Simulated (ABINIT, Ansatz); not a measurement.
# How the form of the self-energy moves the gap of Rb2LiAlF6 (Fm-3m), part 2 of 2

Aim: compare treatments of exchange, screening and correlation for the gap of Rb2LiAlF6 (Fm-3m).

ABINIT 10.8.3; PBEsol and many-body steps on it, plane waves. Known limits of the many-body steps: not at the basis limit; no spin-orbit coupling; coarse k mesh.

So far. Step 5 (G0W0, Engel-Farid plasmon pole): Against G0W0 in ABINIT (2×2×2 mesh, 125 bands, screening to 114.3 eV, Godby-Needs plasmon pole), the gap moves by −0.027 eV. Step 6 (G0W0, von der Linden-Horsch plasmon pole): Against G0W0 in ABINIT (2×2×2 mesh, 125 bands, screening to 114.3 eV, Godby-Needs plasmon pole), the gap moves by +0.157 eV.

### Step 7. One-shot Hartree-Fock

This step: one-shot Hartree-Fock on PBEsol, plane waves, norm-conserving pseudopotentials.

Input file run.abi:

```
acell 3*1.0 Angstrom
rprim 
  0.000000000000 4.113943000000 4.113943000000
  4.113943000000 0.000000000000 4.113943000000
  4.113943000000 4.113943000000 -0.000000000000
ntypat 4
znucl 37 3 13 9
natom 10
typat 1 1 2 3 4 4 4 4 4 4
xred 
  0.750000000000 0.750000000000 0.750000000000
  0.250000000000 0.250000000000 0.250000000000
  0.500000000000 0.500000000000 0.500000000000
  0.000000000000 0.000000000000 0.000000000000
  0.774175000000 0.225825000000 0.225825000000
  0.225825000000 0.225825000000 0.774175000000
  0.225825000000 0.774175000000 0.774175000000
  0.225825000000 0.774175000000 0.225825000000
  0.774175000000 0.225825000000 0.774175000000
  0.774175000000 0.774175000000 0.225825000000
pp_dirpath "pseudos"
pseudos "Rb.upf, Li.upf, Al.upf, F.upf"
ecut 36
ngkpt 2 2 2
nshiftk 1
shiftk 0 0 0
kptopt 1
chksymbreak 0
istwfk *1
occopt 1
irdwfk 1
optdriver 4
nband 37
gwcalctyp 5
ecutsigx 36
symsigma 1
nkptgw 1
kptgw 
  0.0000000000 0.0000000000 0.0000000000
bdgw 
  31 37
ixc_sigma 40
fftgw 31
indata_prefix "in"
outdata_prefix "out"
tmpdata_prefix "tmp"
```

Run with:

```sh
$ OMP_NUM_THREADS=1 mpirun -n 4 abinit run.abi > log
```

Numbers of over 12 decimals in the logs are rounded to 6 here.

Log:

```text
.Version 10.8.3 of ABINIT. v10.8.2 released Aug 2026.

 Symmetries : space group Fm -3 m (#225); Bravais cF (face-center cubic)
[... echo of the input left out ...]
== DATASET  1 ==================================================================
-   mpi_nproc: 4, omp_nthreads: 1 (-1 if OMP is not activated)

--- !DatasetInfo
iteration_state: {dtset: 1, }
dimensions: {natom: 10, nkpt: 3, mband: 37, nsppol: 1, nspinor: 1, nspden: 1, mpw: 9756, }
cutoff_energies: {ecut:  36.0, pawecutdg:  -1.0, }
[...]
35   8.752  -9.683  -4.677   0.000   1.000   0.000  -4.677   5.006  13.759
       36   8.752  -9.683  -4.677   0.000   1.000   0.000  -4.677   5.006  13.759
       37   8.752  -9.683  -4.677   0.000   1.000   0.000  -4.677   5.006  13.759

== END DATASET(S) ==============================================================
================================================================================

 -outvars: echo values of variables after computation  --------
           etotal      0.0000000000E+00
            nband          37
             nkpt           3
          spgroup         225
 [... the other variables as echoed above ...]

 Calculation completed.
```

Elapsed: 5 s, on 4 MPI ranks of Arm Neoverse V1, shared host; peak memory 0.31 GiB.

This step gave:

```yaml
quasiparticle_gap_on_the_points_computed: 19.25 eV
starting_gap_on_the_mesh: 7.106 eV
k_of_the_valence_top: 0, 0, 0
k_of_the_conduction_bottom: 0, 0, 0
least_direct_quasiparticle_gap_on_the_computed_points: 19.25 eV
```

Against G0W0 in ABINIT (2×2×2 mesh, 125 bands, screening to 114.3 eV, Godby-Needs plasmon pole), the gap moves by +8.336 eV.

### Step 8. Screening, 2×2×2 mesh, 125 bands, screening to 114.3 eV

This step: RPA screening on PBEsol, plane waves, norm-conserving pseudopotentials.

Edit run.abi of step 7 so:

```diff
@@ -31,14 +31,14 @@
 irdwfk 1
-optdriver 4
-nband 37
-gwcalctyp 5
-ecutsigx 36
-symsigma 1
-nkptgw 1
-kptgw 
-  0.0000000000 0.0000000000 0.0000000000
-bdgw 
-  31 37
-ixc_sigma 40
-fftgw 31
+optdriver 3
+nband 125
+ecuteps 4.2
+inclvkb 2
+awtr 1
+symchi 1
+gwcalctyp 2
+nfreqre 16
+freqremax 40 eV
+nfreqim 8
+spmeth 1
+nomegasf 120
 indata_prefix "in"
```

Log:

```text
.Version 10.8.3 of ABINIT. v10.8.2 released Aug 2026.

 Symmetries : space group Fm -3 m (#225); Bravais cF (face-center cubic)
[... echo of the input left out ...]
== DATASET  1 ==================================================================
-   mpi_nproc: 4, omp_nthreads: 1 (-1 if OMP is not activated)

--- !DatasetInfo
iteration_state: {dtset: 1, }
dimensions: {natom: 10, nkpt: 3, mband: 125, nsppol: 1, nspinor: 1, nspden: 1, mpw: 9756, }
cutoff_energies: {ecut:  36.0, pawecutdg:  -1.0, }
electrons: {nelect:   6.60000000E+01, charge:   0.00000000E+00, occopt:   1.00000000E+00, tsmear:   1.00000000E-02, }

 SCREENING: Calculation of the susceptibility and dielectric matrices

 Based on a program developped by R.W. Godby, V. Olevano, G. Onida, and L. Reining.
 Incorporated in ABINIT by V. Olevano, G.-M. Rignanese, and M. Torrent.
.Using double precision arithmetic ; gwpc =  8

[... cell and pseudopotentials left out ...]
--------------------------------------------------------------------------------

 ==== K-mesh for the wavefunctions ====
 Number of points in the irreducible wedge :     3
[... list of points left out ...]
 Together with 48 symmetry operations and time-reversal symmetry
 yields     8 points in the full Brillouin Zone.

 ==== Q-mesh for the screening function ====
 Number of points in the irreducible wedge :     3
[... list of points left out ...]
 Together with 48 symmetry operations and time-reversal symmetry
 yields     8 points in the full Brillouin Zone.

 setmesh: FFT mesh size selected  =    40x   40x   40
          total number of points  =        64000

 vcoul_init : cutoff-mode = AUXILIARY_FUNCTION
 q-points for optical limit:   1
     1)      0.000010    0.000020    0.000030

- screening: taking advantage of time-reversal symmetry
- Maximum band index for partially occupied states nbvw = 33
- Remaining bands to be divided among processors   nbcw = 92
- Number of bands treated by each node ~23

 Number of electrons calculated from density =   66.0000; Expected =   66.0000
 average of density, n =  0.070233
 r_s =    1.5036
 omega_plasma =   25.5639 [eV]

 calculating chi0 at frequencies [eV] :
  1    0.000000E+00    0.000000E+00
  2    2.666667E+00    0.000000E+00
  3    5.333333E+00    0.000000E+00
[...]
23    0.000000E+00    6.510677E+01
 24    0.000000E+00    9.167104E+01

--------------------------------------------------------------------------------
  q-point number  1        q = ( 0.000000, 0.000000, 0.000000) [r.l.u.]
--------------------------------------------------------------------------------
[... chi0 elements left out ...]
  [... further frequencies ...]

 No. of calculated frequencies >  15, stop printing
 For q-point:  0.000010 0.000020 0.000030
  dielectric constant =   2.0806
  dielectric constant without local fields =   2.2604

  Average fulfillment of the sum rule on Im[epsilon] for q-point    1 :     42.13  [%]
[... wings left out ...]
  q-point number  2        q = ( 0.500000, 0.000000, 0.000000) [r.l.u.]
--------------------------------------------------------------------------------
[... chi0 elements left out ...]
  [... further frequencies ...]

 No. of calculated frequencies >  15, stop printing
  Average fulfillment of the sum rule on Im[epsilon] for q-point    2 :     48.11  [%]

 [... 1 further q-points ...]
```

The job ended after 48 s (4 MPI ranks; peak memory 2.5 GiB).

Numbers from this step:

```
ε∞ with local fields, on this mesh, along the program's q direction : 2.081
the same without local fields                                       : 2.260
plasma frequency                                                    : 25.56 eV
plane waves in the screening matrix                                 : 387
```

### Step 9. G0W0, contour deformation

This step: G0W0 on PBEsol, plane waves, norm-conserving pseudopotentials.

Edit run.abi of step 8 so:

```diff
@@ -31,14 +31,14 @@
 irdwfk 1
-optdriver 3
+optdriver 4
 nband 125
+gwcalctyp 2
+ecutsigx 36
+symsigma 1
+nkptgw 1
+kptgw 
+  0.0000000000 0.0000000000 0.0000000000
+bdgw 
+  31 37
 ecuteps 4.2
-inclvkb 2
-awtr 1
-symchi 1
-gwcalctyp 2
-nfreqre 16
-freqremax 40 eV
-nfreqim 8
-spmeth 1
-nomegasf 120
+irdscr 1
 indata_prefix "in"
```

Log:

```text
.Version 10.8.3 of ABINIT. v10.8.2 released Aug 2026.

 Symmetries : space group Fm -3 m (#225); Bravais cF (face-center cubic)
[... echo of the input left out ...]
== DATASET  1 ==================================================================
-   mpi_nproc: 4, omp_nthreads: 1 (-1 if OMP is not activated)

--- !DatasetInfo
iteration_state: {dtset: 1, }
dimensions: {natom: 10, nkpt: 3, mband: 125, nsppol: 1, nspinor: 1, nspden: 1, mpw: 9756, }
cutoff_energies: {ecut:  36.0, pawecutdg:  -1.0, }
[...]
32  -0.981 -22.664 -30.111   5.107   0.811  -0.234 -24.560  -1.896  -2.877
[...]
37   8.752  -9.683  -4.677  -2.525   0.894  -0.119  -7.465   2.219  10.971
       37   0.000   0.000   0.000  -0.000   0.000   0.000  -0.000  -0.000  -0.000

== END DATASET(S) ==============================================================
================================================================================

 -outvars: echo values of variables after computation  --------
           etotal      0.0000000000E+00
            nband         125
             nkpt           3
          spgroup         225
 [... the other variables as echoed above ...]

 Calculation completed.
```

It took 7.9 s on 4 MPI ranks; peak memory 1.5 GiB.

Numbers from this step:

- G0W0 gap on the points computed: 10.90 eV
- starting gap on the mesh: 7.106 eV
- k of the valence top: 0, 0, 0
- k of the conduction bottom: 0, 0, 0
- least direct G0W0 gap on the computed points: 10.90 eV

Against G0W0 in ABINIT (2×2×2 mesh, 125 bands, screening to 114.3 eV, Godby-Needs plasmon pole), the gap moves by −0.013 eV.

### Step 10. Side by side

Times are wall times on 4 MPI ranks of Arm Neoverse V1, shared host, good to a factor of about two. A run's time includes the screening step that it read.

| run | mesh | bands | screening cutoff (eV) | DFT gap (eV) | gap on the mesh (eV) | direct (eV) | ε∞ used | time |
| --- | --- | --- | --- | --- | --- | --- | --- | --- |
| G0W0, Godby-Needs plasmon pole | 2×2×2 | 125 | 114.3 | 7.106 | 10.911 | 10.911 | 2.08 | 48 s |
| G0W0, Engel-Farid plasmon pole | 2×2×2 | 125 | 114.3 | 7.106 | 10.884 | 10.884 | 2.08 | 46 s |
| G0W0, von der Linden-Horsch plasmon pole | 2×2×2 | 125 | 114.3 | 7.106 | 11.068 | 11.068 | 2.08 | 46 s |
| one-shot Hartree-Fock | 2×2×2 | - | - | 7.106 | 19.247 | 19.247 | - | 5 s |
| G0W0, contour deformation | 2×2×2 | 125 | 114.3 | 7.106 | 10.898 | 10.898 | 2.08 | 56 s |

### Step 11. Summary of results

```json
{"G0W0, Godby-Needs plasmon pole": "10.911 eV", "G0W0, Engel-Farid plasmon pole": "10.884 eV", "G0W0, von der Linden-Horsch plasmon pole": "11.068 eV", "one-shot Hartree-Fock": "19.247 eV", "G0W0, contour deformation": "10.898 eV", "known limits": "not at the basis limit; no spin-orbit coupling; coarse k mesh"}
```

In words: G0W0, Engel-Farid plasmon pole: −0.027 eV against G0W0, Godby-Needs plasmon pole. G0W0, von der Linden-Horsch plasmon pole: +0.157 eV against G0W0, Godby-Needs plasmon pole. One-shot Hartree-Fock: +8.336 eV against G0W0, Godby-Needs plasmon pole. G0W0, contour deformation: −0.013 eV against G0W0, Godby-Needs plasmon pole. Bare exchange alone opens the gap to 19.25 eV; against G0W0, correlation takes back 8.34 eV. Bands and cutoff are finite, so the gap is not at the basis limit. The miss can reach some tenths of an eV and take either sign; the mesh is an error of its own. In the G0W0 runs levels were corrected at 1 k point alone, so a gap called «on the mesh» is the least over those, and an edge elsewhere would be missed. The 2×2×2 mesh is coarse for this cell, which bears on the long-range parts of exchange and screening. The many-body steps are scalar-relativistic: spin-orbit coupling is not in them.

[Paths, hosts, dates, memory and timing lines, banners, echoed tables and standing remarks are left out of the program output.]

[Logs are printed without paths, hosts, clocks, repeated set-up lines and the standing remarks that a program may print on its own settings, such as how far it seeks lower states.]

[Runs of the session that timed out or met a known fault of the program may be left out.]

[Hosts, paths, dates, database ids (printed as entryN), source tags and the programs' standing remarks are cut or masked in the printed files.]

[G0W0 gaps are taken among the corrected bands and points alone; a level outside them can change the order at an edge.]

[Where Ansatz stands beside ABINIT at settings called matched, ABINIT's density can come from a denser mesh and the files from another edition; pairs whose starting gaps differed by over 0.03 eV were left out, so agreement reads better than it is.]
